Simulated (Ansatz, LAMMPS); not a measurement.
## Liquid (Cs,Li)F at 1000 K (112 atoms): a single point

What does DFT give for liquid (Cs,Li)F at 1000 K (112 atoms) as built?

Program: Ansatz 0.2.0. Level of theory: Kohn-Sham DFT, PBEsol, PAW (set soft_2), plane waves. Results are calculated unless marked as measured.

## Step 1: Starting point

The cell holds 112 atoms: 22 Cs, 34 Li and 56 F. Cell: a = 13.346 Å, b = 13.346 Å, c = 13.346 Å, α = 90.0°, β = 90.0°, γ = 90.0°. 112 atoms (22 Cs, 34 Li, 56 F) placed at random at 2.94 g/cm³, melted at 1600 K for 10 ps at fixed volume with the Lennard-Jones and Coulomb ion parameters for SPC/E (Joung and Cheatham, J. Phys. Chem. B 112, 9020 (2008)), full charges. Snapshot at the end of a hold of 15 ps at 1000 K and zero pressure.

What the set-up can't give: The starting topology of bonds comes from the classical model, and needn't be the one that DFT or experiment would give. The ion parameters were fitted for water, not for melts, so the density of this cell may lie well off the real melt's. The Brillouin zone is sampled at Γ only, in a cell whose shortest periodic width is 13 Å. The levels lack spin–orbit coupling, which is large for the heavy elements here.

## Step 2: The classical run that made the cell

A classical potential makes the cell, at a small fraction of what the same run would cost in DFT.

This step: classical MD, Lennard-Jones and Coulomb ion parameters for SPC/E (Joung and Cheatham, J. Phys. Chem. B 112, 9020 (2008)), full charges (LAMMPS 22 Jul 2025 - Update 4).

File in.lmp:

```
# melt-quench of Cs22Li34F56
units metal
atom_style charge
boundary p p p
region box block 0 13.3664 0 13.3664 0 13.3664
create_box 3 box
mass 1 132.9055   # Cs
mass 2 6.9400   # Li
mass 3 18.9984   # F
create_atoms 1 random 22 760051 NULL overlap 2.0 maxtry 2000
create_atoms 2 random 34 760058 NULL overlap 2.0 maxtry 2000
create_atoms 3 random 56 760065 NULL overlap 2.0 maxtry 2000
pair_style lj/cut/coul/long 9.0
pair_modify mix arithmetic tail yes
pair_coeff 1 1 0.003897 3.6010   # Cs
pair_coeff 2 2 0.014602 1.4094   # Li
pair_coeff 3 3 0.000321 4.0215   # F
set type 1 charge 1
set type 2 charge 1
set type 3 charge -1
kspace_style pppm 1.0e-4
neigh_modify delay 0 every 1 check yes
thermo_style custom step time temp pe press density
thermo_modify norm yes
timestep 0.002
thermo 100
min_style cg
minimize 1e-4 1e-4 200 2000
reset_timestep 0
velocity all create 1600 760052 mom yes dist gaussian
fix lim all nve/limit 0.05
fix lan all langevin 1600 1600 0.2 760053 zero yes
thermo 500
run 1000 post no
# [... 34 lines left out ...]
compute msd all msd com yes
thermo 1875
fix md all npt temp 900 900 0.2 iso 0 0 2
run 7500 post no
print "== T900: mean square displacement over the hold $(c_msd[4]:%.2f) A^2"
unfix md
uncompute msd
write_dump all custom T900.dump id type xs ys zs modify sort id
```

Started as:

```sh
lmp -in in.lmp -log none -nocite
```

Numbers of over 12 decimals in the logs are rounded to 6 here.

Output:

```text
LAMMPS (22 Jul 2025 - Update 4)
Created orthogonal box = (0 0 0) to (13.3664 13.3664 13.3664)
Created 22 atoms
Created 34 atoms
Created 56 atoms
PPPM initialization ...
  G vector (1/distance) = 0.31721201
  grid = 10 10 10
  estimated relative force accuracy = 5.8921855e-05
   Step          Time           Temp          PotEng         Press         Density
         0   0              0              0.19363269     454305.53      2.9370285
        79   0.158          0             -4.6666022     -10600.669      2.9370285
Loop time of 0.249523 s on 1 MPI rank(s) for 79 steps with 112 atoms
Minimization stats:
  Stopping criterion = energy tolerance
[... 50 lines left out ...]
== T1000: mean square displacement over the hold 13.59 A^2
   Step          Time           Temp          PotEng         Press         Density
[... 5 lines left out ...]
Loop time of 4.25468 s on 1 MPI rank(s) for 2500 steps with 112 atoms
   Step          Time           Temp          PotEng         Press         Density
[... 2 lines left out ...]
     31875   63.75          900.33912     -4.6325126     -1183.4091      3.1200684
     33750   67.5           955.04884     -4.6070278     -4430.8763      2.9558001
     35625   71.25          1017.6517     -4.6120677     -406.7189       3.0709994
     36000   72             848.23524     -4.6177192     -2200.218       3.083738
Loop time of 11.2114 s on 1 MPI rank(s) for 7500 steps with 112 atoms
== T900: mean square displacement over the hold 7.18 A^2
```

Elapsed: 48 s, on 1 thread of Intel Xeon at 2.80GHz (Skylake/Cascade Lake), shared host; peak memory 0.35 GiB.

## Step 3: Plane-wave single point

The electrons are solved once, with the atoms held.

File input.yaml:

```yaml
crystal:
  lattice:
    - [13.34624, 0.0, 0.0]
    - [0.0, 13.34624, 0.0]
    - [0.0, 0.0, 13.34624]
  atoms:
    - { symbol: Cs, position: [0.50696, 0.09783, 0.27736] }
    - { symbol: Cs, position: [0.93906, 0.69585, 0.0541] }
    - { symbol: Cs, position: [0.68465, 0.53488, 0.18269] }
    - { symbol: Cs, position: [0.45034, 0.71833, 0.79793] }
    - { symbol: Cs, position: [0.28887, 0.14382, 0.81702] }
    - { symbol: Cs, position: [0.45367, 0.3486, 0.01946] }
    - { symbol: Cs, position: [0.97842, 0.87344, 0.54703] }
    - { symbol: Cs, position: [0.04103, 0.24821, 0.04672] }
    - { symbol: Cs, position: [0.78844, 0.31379, 0.98935] }
    - { symbol: Cs, position: [0.90584, 0.23138, 0.37532] }
    - { symbol: Cs, position: [0.24378, 0.70823, 0.57399] }
    - { symbol: Cs, position: [0.2357, 0.07334, 0.40665] }
    - { symbol: Cs, position: [0.82612, 0.03237, 0.71429] }
    - { symbol: Cs, position: [0.53743, 0.74309, 0.29453] }
    - { symbol: Cs, position: [0.05084, 0.1661, 0.65357] }
    - { symbol: Cs, position: [0.50647, 0.39564, 0.7343] }
    - { symbol: Cs, position: [0.73762, 0.53681, 0.8019] }
    - { symbol: Cs, position: [0.90052, 0.38959, 0.59332] }
    - { symbol: Cs, position: [0.4415, 0.66537, 0.03663] }
    - { symbol: Cs, position: [0.67373, 0.82234, 0.61407] }
    - { symbol: Cs, position: [0.24396, 0.39405, 0.60112] }
    - { symbol: Cs, position: [0.42616, 0.97421, 0.57439] }
    - { symbol: Li, position: [0.22505, 0.35891, 0.94564] }
    - { symbol: Li, position: [0.26537, 0.5935, 0.22062] }
    - { symbol: Li, position: [0.65796, 0.2639, 0.22829] }
    - { symbol: Li, position: [0.76155, 0.0898, 0.17782] }
    - { symbol: Li, position: [0.6732, 0.82235, 0.97061] }
    - { symbol: Li, position: [0.28539, 0.36116, 0.19669] }
    - { symbol: Li, position: [0.25053, 0.51854, 0.79446] }
    - { symbol: Li, position: [0.70374, 0.19808, 0.53382] }
    - { symbol: Li, position: [0.89191, 0.6674, 0.34368] }
    - { symbol: Li, position: [0.48224, 0.95591, 0.85578] }
    - { symbol: Li, position: [0.70164, 0.8669, 0.17362] }
    - { symbol: Li, position: [0.81333, 0.88272, 0.34763] }
    - { symbol: Li, position: [0.22009, 0.82552, 0.84602] }
    - { symbol: Li, position: [0.15579, 0.92674, 0.05813] }
    - { symbol: Li, position: [0.8036, 0.74979, 0.79725] }
    - { symbol: Li, position: [0.61114, 0.0751, 0.00476] }
    - { symbol: Li, position: [0.49727, 0.57879, 0.53636] }
    - { symbol: Li, position: [0.01533, 0.64095, 0.7533] }
    - { symbol: Li, position: [0.89005, 0.43623, 0.29731] }
    - { symbol: Li, position: [0.30051, 0.88949, 0.23712] }
    - { symbol: Li, position: [0.02761, 0.43452, 0.83603] }
    - { symbol: Li, position: [0.00541, 0.87408, 0.82624] }
    - { symbol: Li, position: [0.0594, 0.4937, 0.18012] }
    - { symbol: Li, position: [0.98296, 0.94982, 0.25989] }
    - { symbol: Li, position: [0.48818, 0.40195, 0.37205] }
    - { symbol: Li, position: [0.47814, 0.21822, 0.55712] }
    - { symbol: Li, position: [0.16139, 0.34765, 0.35088] }
    - { symbol: Li, position: [0.6614, 0.03106, 0.39698] }
    - { symbol: Li, position: [0.80584, 0.01597, 0.95902] }
    - { symbol: Li, position: [0.18898, 0.61254, 0.00472] }
    - { symbol: Li, position: [0.58705, 0.12823, 0.78171] }
    - { symbol: Li, position: [0.6697, 0.57404, 0.44421] }
    - { symbol: Li, position: [0.26013, 0.13512, 0.13305] }
    - { symbol: Li, position: [0.08982, 0.77958, 0.27382] }
    - { symbol: F, position: [0.7053, 0.15287, 0.33186] }
    - { symbol: F, position: [0.16573, 0.07209, 0.02299] }
    - { symbol: F, position: [0.60806, 0.46972, 0.95218] }
    - { symbol: F, position: [0.56538, 0.96324, 0.72995] }
    - { symbol: F, position: [0.71454, 0.10334, 0.88316] }
    - { symbol: F, position: [0.58409, 0.22546, 0.6644] }
    - { symbol: F, position: [0.54458, 0.37802, 0.22604] }
    - { symbol: F, position: [0.77267, 0.93107, 0.47938] }
    - { symbol: F, position: [0.56793, 0.12803, 0.4856] }
    - { symbol: F, position: [0.08412, 0.8396, 0.95237] }
    - { symbol: F, position: [0.64025, 0.16372, 0.11575] }
    - { symbol: F, position: [0.8521, 0.19679, 0.56466] }
    - { symbol: F, position: [0.75242, 0.70118, 0.39047] }
    - { symbol: F, position: [0.33363, 0.41116, 0.8581] }
    - { symbol: F, position: [0.44985, 0.35499, 0.52493] }
    - { symbol: F, position: [0.66896, 0.71087, 0.82935] }
    - { symbol: F, position: [0.49048, 0.10995, 0.90604] }
    - { symbol: F, position: [0.25849, 0.69405, 0.89175] }
    - { symbol: F, position: [0.90392, 0.65192, 0.85336] }
    - { symbol: F, position: [0.817, 0.97158, 0.24015] }
    - { symbol: F, position: [0.2435, 0.4607, 0.29885] }
    - { symbol: F, position: [0.01924, 0.37068, 0.25797] }
    [... 28 atom lines left out ...]
    - { symbol: F, position: [0.08446, 0.73124, 0.4173] }
    - { symbol: F, position: [0.13686, 0.91541, 0.22633] }
    - { symbol: F, position: [0.84297, 0.89119, 0.87054] }
    - { symbol: F, position: [0.15384, 0.2969, 0.79466] }
    - { symbol: F, position: [0.6227, 0.54535, 0.621] }
    - { symbol: F, position: [0.25781, 0.21596, 0.26118] }
kpoints:
  mp_grid: { grid: [1, 1, 1] }
hamiltonian:
  xc: pbesol
scf:
  occupations: { method: fermi_dirac, width: 0.05 }
output:
  forces: true
  stress: true
  populations: intrinsic
  dos:
    method: { smearing: { sigma: 0.08 } }
    de: 0.1
    projected: { site_lists: { Cs: [Cs], F: [F], Li: [Li] } }
  eigenvalues: true
  write_density: true
  write_potential: true
  volumetric_format: npy
```

Started as:

```sh
ansatz run input.yaml --threads 8 --pin off --max-ram 15872MiB --backend cpu --events-out ev --progress --plain --runs-dir out
```

Output:

```text
Engine: ansatz 0.2.0, x86_64-unknown-linux-gnu
Pseudopotentials: kind: paw
Pseudopotential: Cs, paw, valence charge 9, recommended cutoff 420 eV (normal), Cs.paw.azcp
Pseudopotential: Li, paw, valence charge 3, recommended cutoff 420 eV (normal), Li.paw.azcp
Pseudopotential: F, paw, valence charge 7, recommended cutoff 420 eV (normal), F.paw.azcp
[... 3 lines on functional and potentials left out ...]
Crystal: 112 atoms, lattice volume = 2377.261 Å³
Basis set: ecut = 420 eV, 46585 PW (Γ), exchange–correlation on 180×180×180 points (8 copies of the dense FFT grid, shifted against one another)
Bands: 458, of which v1, the nominal top of the filled ones, is band 346 counted from 1 (345 counted from 0)
Symmetry: 1 space group operations
Space group: P1 (ITA 1), of the structure as read, at distance tolerance 1.3e-4 Å
k-points: 1
[... 9 lines on functional and potentials left out ...]
Initial density: superposition of atomic densities (neutral atoms: chi_scale 0, normalization atom), corrected by the library's trained network
Initial wavefunctions: pseudopotential atomic-orbital guess
Functional: x = pbesol(κ = 0.804, μ = 0.123457), c = pbesol(β = 0.046)
SCF iter   1: F=—  HF=-174748.173447 eV  |F-HF|=—  |Δ(HF+E_count)|=         —  Δρ=8.54e-3  dr2=1.15e0  ethr=1.77e-3  ⟨swp⟩=6.0  Hψ=2009  notcnv=0  defer=87
preconditioner: auto → Resta (q_TF=auto, 2.221 Å⁻¹)  ε∞=2.8  [insulator: Δε(μ)=4.158 eV  Ē_g=14.334 eV  σ=0.050 eV  W_gap=1.00  n_scr=460 (ndim 8)  ℏωp=19.0 eV  f_vac=0.199  D(μ)=0.00/eV (n_scr^D=0)  ε∞_Penn≈2.8]
SCF iter   2: F=—  HF=-174747.884805 eV  |F-HF|=—  |Δ(HF+E_count)|=   2.89e-1  Δρ=2.83e-3  dr2=1.06e-1  ethr=1.66e-4  ⟨swp⟩=2.0  Hψ=840  notcnv=0  defer=108
SCF iter   3: F=—  HF=-174747.859487 eV  |F-HF|=—  |Δ(HF+E_count)|=   2.53e-2  Δρ=5.99e-4  dr2=1.30e-2  ethr=1.54e-5  ⟨swp⟩=2.0  Hψ=632  notcnv=0  defer=108
SCF iter   4: F=—  HF=-174747.859920 eV  |F-HF|=—  |Δ(HF+E_count)|=   4.33e-4  Δρ=3.59e-4  dr2=2.58e-3  ethr=1.88e-6  ⟨swp⟩=2.0  Hψ=700  notcnv=0  defer=108
SCF iter   5: F=—  HF=-174747.859800 eV  |F-HF|=—  |Δ(HF+E_count)|=   1.21e-4  Δρ=1.21e-4  dr2=4.22e-4  ethr=3.72e-7  ⟨swp⟩=2.0  Hψ=662  notcnv=0  defer=108
SCF iter   6: F=—  HF=-174747.859916 eV  |F-HF|=—  |Δ(HF+E_count)|=   1.16e-4  Δρ=3.28e-5  dr2=3.15e-5  ethr=6.10e-8  ⟨swp⟩=2.0  Hψ=603  notcnv=0  defer=108
SCF iter   7: F=—  HF=-174747.860026 eV  |F-HF|=—  |Δ(HF+E_count)|=   1.10e-4  Δρ=2.85e-5  dr2=1.30e-5  ethr=4.56e-9  ⟨swp⟩=2.0  Hψ=804  notcnv=0  defer=108
SCF iter   8: F=—  HF=-174747.860028 eV  |F-HF|=—  |Δ(HF+E_count)|=   1.87e-6  Δρ=3.90e-6  dr2=5.32e-7  ethr=1.87e-9  ⟨swp⟩=2.0  Hψ=662  notcnv=0  defer=108
SCF iter   9: F=—  HF=-174747.860029 eV  |F-HF|=—  |Δ(HF+E_count)|=   1.16e-6  Δρ=2.29e-6  dr2=1.11e-7  ethr=1.45e-11  ⟨swp⟩=18.0  Hψ=3914  notcnv=0
SCF iter  10: F=-174747.860029 eV  HF=-174747.860029 eV  |F-HF|=5.82e-9  |Δ(HF+E_count)|=   1.30e-7  Δρ=1.79e-6  dr2=5.23e-8  ethr=1.45e-11  ⟨swp⟩=8.0  Hψ=2676  notcnv=0
SCF 1 converged in 10 iterations: F = -174747.860029 eV  dr2 = 5.23e-8
  greatest PAW one-centre occupation: 1.000 electrons in one spin orbital (limit 2), on the Li atom at site 47 (counted from 0), in its partial waves of l = 0
WARN: The input density's exchange-correlation potential varies sharply where the density is thin. Do not read a vacuum level from v_tot or v_xc, or from such a field of the output density. On a cell that repeats whose density bears no net charge and no dipole along the vacuum's axis use v_es (v_loc + v_h of the components); [...]
SCF converged after 10 iterations
Free energy (F): -174747.860029 eV
Harris-Foulkes:  -174747.860029 eV  (|F-HF|=5.82e-9)
Internal energy: -174747.860029 eV  (E = F + TS)
E sigma→0 (E₀):  -174747.860029 eV
Fermi energy:    2.748132 eV
--- Per-component energies (eV) ---
  E_band       = -6761.802567
  E_kinetic    = 15398.470950
  E_local      = -53741.956276  (includes V_loc(G=0)·N_el)
  E_nonlocal   = 3681.681078
  E_hartree    = 20700.661027
  E_xc         = -8593.646403
  E_vxc        = -8958.429881  (∫ρ·V_xc dr)
  E_paw        = -121132.332844  (= ΣΔE_a)
  E_vpaw       = -4543.003561  (= ΣTr[D̂ρ^β])
  E_aug_tail   = 0.114004  (compensation charges beyond the density's cutoff)
  E_ewald      = -31066.399875
  E_core_change = 5.548309  (= ΣΔE_core)
  E_smearing   = -0.000000  (= −TS)
  E_closure    = -0.000000  (closes the sum)
  Σ components = -174747.860029   (vs F -174747.860029, Δ=0.00e0)
--- Forces (eV/Å), atoms counted from 1 ---
  atom   1  Cs    -1.08828062    -0.13227188    -0.66101787
  atom   2  Cs    -0.14227184     0.37096010    -0.20594405
  atom   3  Cs     0.15642380    -0.30564355    -0.13925134
  atom   4  Cs     0.36984311     0.21339161    -1.22101883
  atom   5  Cs     0.09406618    -0.38748673     0.17068182
  atom   6  Cs     0.67737814    -0.14461804     0.13600857
  atom   7  Cs     0.23544600    -0.36350100    -0.15817156
  atom   8  Cs    -0.00343151    -0.43077736     0.04891150
  atom   9  Cs    -0.66937095    -0.36816754     0.11374277
  atom  10  Cs     0.24541789    -0.60045035    -0.72191514
  atom  11  Cs    -0.02430583     0.17418323    -0.07780566
  atom  12  Cs    -0.66140272     0.08643103    -0.06720592
  atom  13  Cs    -0.47046947     0.12338784     0.13242335
  atom  14  Cs    -0.52482887     0.19691040     0.44037121
[...]
atom 111  F     -0.50064937     0.18350548    -0.97416273
  atom 112  F      0.00824117     0.79358137    -0.21871427
  max |Σ_I F_I| component: 4.09e-5 eV/Å
--- Stress (GPa, compression-positive) ---
       -3.177661      -0.038603       0.428227
       -0.038603      -3.429420      -0.142447
        0.428227      -0.142446      -3.436668
  P = ⅓ Tr σ = -3.3479 GPa (-33.479 kbar)
--- Band table (eV) ---
  k-point 0: bands = ["-43.5359", "-43.1905", "-43.0536", "-43.0532", [... 442 levels ...], "9.6259", "9.6889", "9.7452", "9.7981", "9.8101", "9.8413", "9.8625", "9.8999", "9.9403", "9.9805", "9.9897", "10.0049"]
--- intrinsic populations: 112 sites ---
  site symbol       q [e]
     0     Cs      8.0342
     1     Cs      8.0609
     2     Cs      8.0767
[...]
111      F      7.8327
  spilling = 0.000000 (of n_electrons = 692.000000)
```

The job ended after 16 s (8 threads of Intel Xeon Platinum 8488C (Sapphire Rapids), shared host; peak memory 3.3 GiB).

The program notes that the exchange-correlation potential is rough where the density is thin.

The run gave:

```
free energy                                      : -174747.8600 eV
free energy per atom                             : -1560.2487 eV/atom
SCF cycles                                       : 10
pressure                                         : -3.348 GPa
r.m.s. force component                           : 0.4107 eV/Å
longest force                                    : 1.399 eV/Å
Fermi energy                                     : 2.748 eV
gap (highest filled to lowest empty level) : 4.529 eV
```

Length of the force by element:

| element | coordination | atoms | mean length of the force (eV/Å) | spread | least | most |
| --- | --- | --- | --- | --- | --- | --- |
| Cs | all | 22 | 0.663 | 0.279 | 0.192 | 1.29 |
| F | all | 56 | 0.701 | 0.300 | 0.104 | 1.40 |
| Li | all | 34 | 0.579 | 0.198 | 0.175 | 0.991 |

Intrinsic-atomic-orbital charges by element:

| element | coordination | atoms | mean charge (e) | spread | least | most |
| --- | --- | --- | --- | --- | --- | --- |
| Cs | all | 22 | 0.930 | 0.0118 | 0.913 | 0.966 |
| F | all | 56 | -0.840 | 0.0187 | -0.885 | -0.805 |
| Li | all | 34 | 0.782 | 0.0171 | 0.743 | 0.817 |

Density of states as counts of states in windows of 1 eV (from the Fermi level), total and the larger projections:

| from (eV) | to (eV) | total | F p | Cs p | Li s |
| --- | --- | --- | --- | --- | --- |
| -18 | -10 | 0.0 | 0.0 | 0.0 | 0.0 |
| -10 | -9 | 2.0 | 0.1 | 1.9 | 0.0 |
| -9 | -8 | 51.9 | 2.4 | 48.6 | 0.3 |
| -8 | -7 | 76.1 | 3.8 | 71.3 | 0.3 |
| -7 | -6 | 2.0 | 0.1 | 1.9 | 0.0 |
| -6 | -5 | 0.2 | 0.2 | 0.0 | 0.0 |
| -5 | -4 | 86.9 | 81.9 | 1.1 | 2.2 |
| -4 | -3 | 164.0 | 156.2 | 3.3 | 1.4 |
| -3 | -2 | 85.0 | 81.0 | 2.2 | 0.3 |
| -2 | 2 | 0.0 | 0.0 | 0.0 | 0.0 |
| 2 | 3 | 2.6 | 0.1 | 0.0 | 1.1 |
| 3 | 4 | 22.0 | 1.1 | 0.4 | 7.6 |
| 4 | 5 | 53.7 | 1.6 | 0.4 | 11.2 |

The curve was stored every 0.10 eV, coarse against its broadening of 0.08 eV, so these counts are rough.

Between -26 and -18 eV lie 156 more states.

About 68 of the 692 electrons lie in deeper levels, below the stored range.

The levels nearest the highest filled one (over half full), pooled over k-points and spins:

| level less the highest filled one (eV) | occupation |
| --- | --- |
| -0.139 | 2 |
| -0.125 | 2 |
| -0.0797 | 2 |
| -0.0174 | 2 |
| -0.0113 | 2 |
| 0 | 2 |
| 4.53 | 0 |
| 5.29 | 0 |
| 5.41 | 0 |
| 5.53 | 0 |
| 5.69 | 0 |
| 5.76 | 0 |

Valence density in the bc plane at fractional x = 0.251, with atoms of Cs and Li and F within 0.2 Å of it. It is the smooth field of the valence electrons, not physical close to the nuclei.

Ten steps, logarithmic in the rise over the least value, from '0' (0 e/Å³) to '9' (11 e/Å³), each cell a mean:
```
00000000001125410000000012221000000000
00001110000026520000000136764100000000
00123433100001111100000248996212100000
01245554311001111112200135664235410000
01245555321100011148840001111012211000
00134444210000000036620000000000011100
00012221100001111000000000000000000000
00000000000023343210000011221100000000
00000111100235445431000124444310000000
00001122101245324531001245445431000000
00000111100134555421001245434431000000
11221100000012333210000134444320000000
34444310000000000000000011222100000001
45445431000000000000000000000000000012
45445431000000001110000000000000001112
34444322211000124663100000000000000111
11222236753100147996310000000000000000
00000258985210136875224310000000011000
00000146763113322221158730111000011000
00002422221114410000024310110000000000
00027861123321000011100000000000000000
00014541268863100011100000000000000000
01111001369973100001000000000000000000
01111000135542100000000000000000000000
```
Columns run along b (13.3 Å), rows up along c (13.3 Å). Atoms in or near the plane, at fractional coordinates: Cs at (0.71, 0.57), Cs at (0.39, 0.60), Li at (0.59, 0.22), Li at (0.52, 0.79), Li at (0.14, 0.13), F at (0.69, 0.89), F at (0.46, 0.30), F at (0.28, 0.07), F at (0.22, 0.26).

Electrostatic potential energy in the bc plane at fractional x = 0.251, with atoms of Cs and Li and F within 0.2 Å of it. With pseudopotentials it is smooth inside the atoms' cores, unlike the true potential.

Ten even steps from '0' (-23 eV) to '9' (8 eV), each cell a mean:
```
99999999999852268999888788999999999999
99998888888741158999988984238998889999
99875446788887788988889970004875678999
98730001589999999875578996358831268999
98620000489999999730037899999865689999
98752124789999998741158899999988999999
99887778899999888877789999999999999999
99999999999875434688999988778899999999
99999999999740000268999863112578999999
99999999999720110058888730110158899999
99999999999851000368888720110158899999
88778999999886556788988863112578999998
63213689999988888899999887777899999998
20110268999988899999999999999999999997
20110168999888899999999999999999999997
63112589999988897458999999999999999998
88778885358988870003998889999999989999
99999960006988884126864478999998876889
99998984248863368998720048999998766799
99985468999862268999863478999999888899
99850016899887789999988889999999999999
99974247951049999999999899999999998999
99998889920018999999998888999999988899
99999999986578889999987778899999998999
```
Columns run along b (13.3 Å; values clipped at the 3rd and 97th percentile), rows up along c (13.3 Å). Atoms in or near the plane, at fractional coordinates: Cs at (0.71, 0.57), Cs at (0.39, 0.60), Li at (0.59, 0.22), Li at (0.52, 0.79), Li at (0.14, 0.13), F at (0.69, 0.89), F at (0.46, 0.30), F at (0.28, 0.07), F at (0.22, 0.26).

Mean intrinsic-atomic-orbital charges: Cs +0.93, F -0.84, Li +0.78 e.

(Continued in part 2 of 2.)

[Logs are printed without paths, hosts, clocks, repeated set-up lines and the standing remarks that a program may print on its own settings, such as how far it seeks lower states.]

[Hosts, paths, dates, database ids (printed as entryN), source tags and the programs' standing remarks are cut or masked in the printed files.]
